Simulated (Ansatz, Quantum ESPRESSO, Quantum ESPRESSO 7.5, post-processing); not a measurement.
**vacuum gap of 7.0 Å between two Li(110) faces: ballistic transmission**

How well does the junction conduct in the ballistic limit? It is: vacuum gap of 7.0 Å between two Li(110) faces.

Program: Quantum ESPRESSO 7.5. Level of theory: plane-wave DFT, PBE, GBRV ultrasoft pseudopotentials (cross-check by Ansatz 0.2.0 with PAW datasets). Results are calculated unless marked as measured.

Most raw output is cut from this account.

**1. The structure**

The cell holds 12 atoms: 12 Li. Cell: a = 3.440 Å, b = 2.979 Å, c = 33.757 Å, α = 90.0°, β = 90.0°, γ = 54.7°. It derives from Li. Regions: left lead, 6 atoms (6 Li); right lead, 6 atoms (6 Li). The structure is stacked along c, and the current runs across the ab planes.

**2. SCF with pw.x**

One periodic cell holds a stretch of lead, the junction and more lead; the atoms stay as built.

scf.in reads:

```
&control
  prefix = 'scf'
  outdir = './out'
  pseudo_dir = './pseudo'
  calculation = 'scf'
  tprnfor = .true.
/
&system
  ibrav = 0
  nat = 12
  ntyp = 1
  ecutwfc = 40
  ecutrho = 200
  occupations = 'smearing'
  smearing = 'mv'
  degauss = 0.01
/
&electrons
  conv_thr = 1e-07
  mixing_beta = 0.25
  electron_maxstep = 120
  mixing_mode = 'local-TF'
/
ATOMIC_SPECIES
  Li  6.9400  li_pbe_v1.4.uspp.F.UPF
CELL_PARAMETERS angstrom
  3.44000000000000 0.00000000000000 0.00000000000000
  1.72000000000000 2.43244732728172 0.00000000000000
  0.00000000000000 0.00000000000000 33.75692060009896
ATOMIC_POSITIONS crystal
  Li  0.000000000000 0.000000000000 0.000000000000
  Li  0.500000000000 0.000000000000 0.072057737615
  Li  0.000000000000 0.000000000000 0.144115475229
  Li  0.500000000000 0.000000000000 0.216173212844
  Li  0.000000000000 0.000000000000 0.288230950459
  Li  0.500000000000 0.000000000000 0.360288688073
  Li  0.000000000000 0.000000000000 0.567653574312
  Li  0.500000000000 0.000000000000 0.639711311927
  Li  0.000000000000 0.000000000000 0.711769049541
  Li  0.500000000000 0.000000000000 0.783826787156
  Li  0.000000000000 0.000000000000 0.855884524771
  Li  0.500000000000 0.000000000000 0.927942262385
K_POINTS automatic
  8 10 1 0 0 0
```

Launch:

```sh
$ OMP_NUM_THREADS=1 mpirun -n 2 pw.x -nk 2 -in scf.in > scf.out
```

Run time: 2.8 min. Hardware: 2 MPI ranks of Arm Neoverse V2, shared host; peak memory 0.39 GiB; 5.7 min of CPU time.

Read from the output:

```
free energy  : -2362.2990 eV
Fermi energy : 0.5136 eV
```

The program's own clock; routines nest. Time by routine:

| routine | wall time (s) | calls |
| --- | --- | --- |
| PWSCF | 169.8 | 1 |
| electrons | 163.5 | 1 |
| c_bands | 133.9 | 29 |
| cegterg | 124.7 | 580 |
| h_psi | 102.2 | 2364 |
| fftw | 89.63 | 75106 |
| vloc_psi | 81.62 | 2364 |
| sum_band | 22.53 | 29 |
| calbec | 14.46 | 3024 |
| add_vuspsi | 10.32 | 2364 |
| s_psi | 10.25 | 2364 |
| h_psi:calbec | 10.06 | 2364 |
| init_run | 5.36 | 1 |
| wfcinit | 5.09 | 1 |

The run needed 29 iterations to bring the estimated error under 1e-07 Ry; the largest force on any atom, held or free, is 0.10 eV/Å.

**3. The open system**

prefixt takes both regions from one run: the lead from 0 to bdl, the scattering region from bdl to bds (units of alat). ikind = 1 puts the same lead on both sides. The program's T_tot counts both spins in a run without spin; the tables below give T per spin.

cond.in reads:

```
&inputcond
  outdir = './out'
  prefixt = 'scf'
  tran_file = 'cond.dat'
  bdl = 1.4142135610
  bds = 9.8130583140
  ikind = 1
  ewind = 4.0
  epsproj = 1e-05
  nz1 = 7
  energy0 = 0.4
  denergy = -0.4
/
43
  0.00000000 0.00000000 0.00694444
  0.00000000 0.08333333 0.01388889
  0.00000000 0.16666667 0.01388889
  0.00000000 0.25000000 0.01388889
  0.00000000 0.33333333 0.01388889
  0.00000000 0.41666667 0.01388889
  0.00000000 0.50000000 0.00694444
  0.08333333 0.00000000 0.02777778
  0.08333333 0.16666667 0.02777778
  0.08333333 0.25000000 0.02777778
  0.08333333 0.33333333 0.02777778
  0.08333333 0.41666667 0.02777778
  0.08333333 0.50000000 0.02777778
  0.16666667 0.00000000 0.02777778
  0.16666667 0.08333333 0.01388889
  0.16666667 0.25000000 0.02777778
  0.16666667 0.33333333 0.02777778
  0.16666667 0.41666667 0.02777778
  0.16666667 0.50000000 0.02777778
  0.16666667 0.58333333 0.01388889
  0.25000000 0.00000000 0.02777778
  0.25000000 0.08333333 0.02777778
  0.25000000 0.33333333 0.02777778
  0.25000000 0.41666667 0.02777778
  0.25000000 0.50000000 0.02777778
  0.25000000 0.58333333 0.02777778
  0.33333333 0.00000000 0.02777778
  0.33333333 0.08333333 0.02777778
  0.33333333 0.16666667 0.01388889
  0.33333333 0.41666667 0.02777778
  0.33333333 0.50000000 0.02777778
  0.33333333 0.58333333 0.02777778
  0.33333333 0.66666667 0.01388889
  0.41666667 0.00000000 0.02777778
  0.41666667 0.08333333 0.02777778
  0.41666667 0.16666667 0.02777778
  0.41666667 0.50000000 0.02777778
  0.41666667 0.58333333 0.02777778
  0.41666667 0.66666667 0.02777778
  0.50000000 0.00000000 0.01388889
  0.50000000 0.08333333 0.02777778
  0.50000000 0.16666667 0.02777778
  0.50000000 0.25000000 0.01388889
3
```

Launch:

```sh
$ OMP_NUM_THREADS=1 mpirun -n 2 pwcond.x -in cond.in > cond.out
```

Run time: 98 s. Hardware: 2 MPI ranks; peak memory 0.12 GiB; 3.3 min of CPU time.

This step gave:

| Property | Result |
| --- | --- |
| lead channels at the Fermi level, one spin | 0.8958 |
| transmission at the Fermi level, one spin | 0.04010 |
| conductance | 0.04010 G₀ |

Per spin; mean over the k mesh across the current. The open channels, zone mean by energy, zero at the Fermi level:

| energy (eV) | open channels, zone mean |
| --- | --- |
| -0.400 | 0.729 |
| 0.000 | 0.896 |
| 0.400 | 0.854 |

Per spin; mean over the k mesh across the current. The transmission, zone mean by energy, zero at the Fermi level:

| energy (eV) | transmission, zone mean |
| --- | --- |
| -0.400 | 0.0133 |
| 0.000 | 0.0401 |
| 0.400 | 0.0545 |

At 0.000 eV; k in fractions of b1, b2. Transmission by k point, the first 40 of 43 rows:

| k1 | k2 | weight | t | channels |
| --- | --- | --- | --- | --- |
| 0 | 0 | 0.006944 | 0.7335 | 1 |
| 0 | 0.08333 | 0.01389 | 0.3864 | 1 |
| 0 | 0.1667 | 0.01389 | 0.079 | 1 |
| 0 | 0.25 | 0.01389 | 0.01075 | 1 |
| 0 | 0.3333 | 0.01389 | 0.001364 | 1 |
| 0 | 0.4167 | 0.01389 | 1.25e-4 | 1 |
| 0 | 0.5 | 0.006944 | 0 | 0 |
| 0.08333 | 0 | 0.02778 | 0.4505 | 1 |
| 0.08333 | 0.1667 | 0.02778 | 0.1453 | 1 |
| 0.08333 | 0.25 | 0.02778 | 0.02413 | 1 |
| 0.08333 | 0.3333 | 0.02778 | 0.003381 | 1 |
| 0.08333 | 0.4167 | 0.02778 | 4.08e-4 | 1 |
| 0.08333 | 0.5 | 0.02778 | 0 | 0 |
| 0.1667 | 0 | 0.02778 | 0.1276 | 1 |
| 0.1667 | 0.08333 | 0.01389 | 0.215 | 1 |
| 0.1667 | 0.25 | 0.02778 | 0.03281 | 1 |
| 0.1667 | 0.3333 | 0.02778 | 0.005901 | 1 |
| 0.1667 | 0.4167 | 0.02778 | 8.82e-4 | 1 |
| 0.1667 | 0.5 | 0.02778 | 6.68e-5 | 1 |
| 0.1667 | 0.5833 | 0.01389 | 0 | 0 |
| 0.25 | 0 | 0.02778 | 0.02458 | 1 |
| 0.25 | 0.08333 | 0.02778 | 0.05618 | 1 |
| 0.25 | 0.3333 | 0.02778 | 0.006559 | 1 |
| 0.25 | 0.4167 | 0.02778 | 0.001272 | 1 |
| 0.25 | 0.5 | 0.02778 | 1.42e-4 | 1 |
| 0.25 | 0.5833 | 0.02778 | 0 | 0 |
| 0.3333 | 0 | 0.02778 | 0.00474 | 1 |
| 0.3333 | 0.08333 | 0.02778 | 0.01125 | 1 |
| 0.3333 | 0.1667 | 0.01389 | 0.01564 | 1 |
| 0.3333 | 0.4167 | 0.02778 | 0.001324 | 1 |
| 0.3333 | 0.5 | 0.02778 | 2.07e-4 | 1 |
| 0.3333 | 0.5833 | 0.02778 | 0 | 0 |
| 0.3333 | 0.6667 | 0.01389 | 0 | 0 |
| 0.4167 | 0 | 0.02778 | 9.87e-4 | 1 |
| 0.4167 | 0.08333 | 0.02778 | 0.002273 | 1 |
| 0.4167 | 0.1667 | 0.02778 | 0.003702 | 1 |
| 0.4167 | 0.5 | 0.02778 | 1.68e-4 | 1 |
| 0.4167 | 0.5833 | 0.02778 | 2.26e-5 | 1 |
| 0.4167 | 0.6667 | 0.02778 | 1.32e-4 | 1 |
| 0.5 | 0 | 0.01389 | 7.91e-5 | 2 |

The program's own clock; routines nest. Time by routine:

| routine | wall time (s) | calls |
| --- | --- | --- |
| PWCOND | 97.18 | 1 |
| scatter_forw | 81.47 | 258 |
| local | 12.01 | 43 |
| compbs | 2.75 | 129 |
| compbs_2 | 2.34 | 129 |
| init | 0.3 | 1 |
| poten | 0.05 | 1 |

At no point does T exceed the number of channels.

**4. The open system, with ewind = 2.0 and epsproj = 0.001**

A sensitivity test on the input.

cond.w.in is the input of step 3 with these lines changed:

```diff
@@ -3,3 +3,3 @@
   prefixt = 'scf'
-  tran_file = 'cond.dat'
+  tran_file = 'cond.w.dat'
   bdl = 1.4142135610
@@ -7,4 +7,4 @@
   ikind = 1
-  ewind = 4.0
-  epsproj = 1e-05
+  ewind = 2.0
+  epsproj = 0.001
   nz1 = 7
```

Launch:

```sh
$ OMP_NUM_THREADS=1 mpirun -n 2 pwcond.x -in cond.w.in > cond.w.out
```

It took 52 s on 2 MPI ranks; peak memory 0.12 GiB.

The changed values were drawn from a wide range, not chosen for quality; the comparison shows what they did here together.

Beside the run it was changed from:

| quantity | this run | unchanged run | difference |
| --- | --- | --- | --- |
| transmission at the Fermi level, one spin | 0.04013 | 0.04010 | 2.1e-5 |
| lead channels at the Fermi level, one spin | 0.8681 | 0.8958 | -0.028 |
| wall time (s) | 52 | 98 |  |

Over all energies T moves by up to 3.7e-5, at 0.4 eV.

The physical values in this table move by up to 3.1 %.

**5. The same in Ansatz**

A second code with its own PAW datasets, on the same atoms.

Level of this step: plane-wave DFT, PBE, Ansatz PAW (Ansatz 0.2.0).

input.yaml reads:

```yaml
crystal:
  lattice:
    - [3.44, 0.0, 0.0]
    - [1.72, 2.4324473273, 0.0]
    - [0.0, 0.0, 33.7569206001]
  atoms:
    - { symbol: Li, position: [0.0, 0.0, 0.0] }
    - { symbol: Li, position: [0.5, 0.0, 0.0720577376] }
    - { symbol: Li, position: [0.0, 0.0, 0.1441154752] }
    - { symbol: Li, position: [0.5, 0.0, 0.2161732128] }
    - { symbol: Li, position: [0.0, 0.0, 0.2882309505] }
    - { symbol: Li, position: [0.5, 0.0, 0.3602886881] }
    - { symbol: Li, position: [0.0, 0.0, 0.5676535743] }
    - { symbol: Li, position: [0.5, 0.0, 0.6397113119] }
    - { symbol: Li, position: [0.0, 0.0, 0.7117690495] }
    - { symbol: Li, position: [0.5, 0.0, 0.7838267872] }
    - { symbol: Li, position: [0.0, 0.0, 0.8558845248] }
    - { symbol: Li, position: [0.5, 0.0, 0.9279422624] }
kpoints:
  mp_grid: { grid: [8, 10, 1] }
hamiltonian:
  xc: pbe
scf:
  occupations: { method: fermi_dirac, width: 0.1 }
  convergence: { dr2_threshold: 1.0e-08 }
output:
  transmission: { leads: [[0, 2]], e_range: [-0.4, 0.4], de: 0.4, kmesh: [12, 12] }
  write_potential: true
  write_density: true
  volumetric_format: npy
```

Launch:

```sh
$ ansatz run input.yaml --threads 2 --pin off --max-ram 4096MiB --backend cpu --events-out ev --progress --plain --runs-dir out
```

It took 39 s on 2 threads; peak memory 0.62 GiB; 74 s of CPU time.

This step gave:

| Item | Value |
| --- | --- |
| free energy | -2455.8373 eV |
| energy at zero smearing | -2455.7431 eV |
| smearing term TS | 0.1884 eV |
| Fermi energy | 0.5167 eV |
| symmetry operations | 4 |
| transmission at the Fermi level, one spin | 0.02971 |
| step of the lead's Hamiltonian over a period | 4.9 meV |

Per spin; mean over the k mesh across the current. The transmission, zone mean by energy, zero at the Fermi level:

| energy (eV) | transmission, zone mean |
| --- | --- |
| -0.400 | 0.00958 |
| 0.000 | 0.0297 |
| 0.400 | 0.0476 |

Per spin; mean over the k mesh across the current. Table of open channels, zone mean by energy, zero at the Fermi level:

| energy (eV) | open channels, zone mean |
| --- | --- |
| -0.400 | 0.729 |
| 0.000 | 0.896 |
| 0.400 | 0.868 |

Ansatz finds T = 0.0297 against pwcond's 0.0401.

**6. All levels side by side**

All levels:

| step | T at the Fermi level (per spin) | conductance (G0) | r.m.s. T(E) from the first | CPU time of the step (s) | peak memory (GiB) |
| --- | --- | --- | --- | --- | --- |
| Ansatz | 0.02971 | - | 0 | 74.08 | 0.625 |
| pwcond | 0.0401 | 0.0401 | 0.007525 | 195.4 | 0.12 |
| pwcond, changed setting | 0.04013 | 0.04013 | 0.007547 | 103.1 | 0.12 |

Per spin; mean over the k mesh across the current. Table of transmission, zone mean by energy, zero at the Fermi level:

| energy (eV) | Ansatz | pwcond | pwcond, changed setting |
| --- | --- | --- | --- |
| -0.400 | 0.00958 | 0.0133 | 0.0133 |
| 0.000 | 0.0297 | 0.0401 | 0.0401 |
| 0.400 | 0.0476 | 0.0545 | 0.0545 |

**7. By hand**

The Landauer sum over the mesh, Σ w T = 0.0278 × 0.45 + 0.0139 × 0.386 + 0.0069 × 0.733 + … = 0.04010.

G = 0.0401 × 77.48 µS = 3.11 µS a cell. Times the area of 8.368 Å², the resistance-area product is A/G = 26.9 fΩ m², the leads' contact resistance included.

Free electrons at 1 an atom (2 atoms in 40.7 Å³) have k_F = 1.133 1/Å and offer A k_F²/4π = 0.85 channels per spin; the lead has 0.90 on this mesh.

**8. What came out**

| Item | Value |
| --- | --- |
| conductance from T at the Fermi level, a cell (G₀ = 2e²/h) | 0.0401 G₀ |
| conductance per area | 37.1 S/μm² |
| lead channels per spin | 0.90 |
| the same conductance by Ansatz | 0.0297 G₀ |

What this shows: The junction conducts 0.0401 G₀ a cell at the Fermi level (PBE, GBRV ultrasoft). At the Fermi level the junction passes 4.5 % of what the leads offer. At the Fermi level pwcond and Ansatz differ by 35 %; unlike potentials, short leads and band edges at slightly different energies can each add to that; the cause was not traced. Points with over 2.5 times the mean carry 84 % of T, so the mean leans on few points, and the mesh was not tested. Over -0.4 to 0.4 eV, T lies between 0.013 and 0.055 per spin. The geometry is as built, not relaxed, and the leads are short. Semilocal functionals lack the image potential in a vacuum gap.

[Logs are printed without paths, hosts, clocks, repeated set-up lines and the standing remarks that a program may print on its own settings, such as how far it seeks lower states.]

[Hosts, paths, dates, database ids (printed as entryN), source tags and the programs' standing remarks are cut or masked in the printed files.]

[Maps of the electrostatic potential energy from Ansatz leave out the sawtooth potential of an applied field or a dipole correction, so their vacuum need not be flat; planar profiles and work functions include it.]
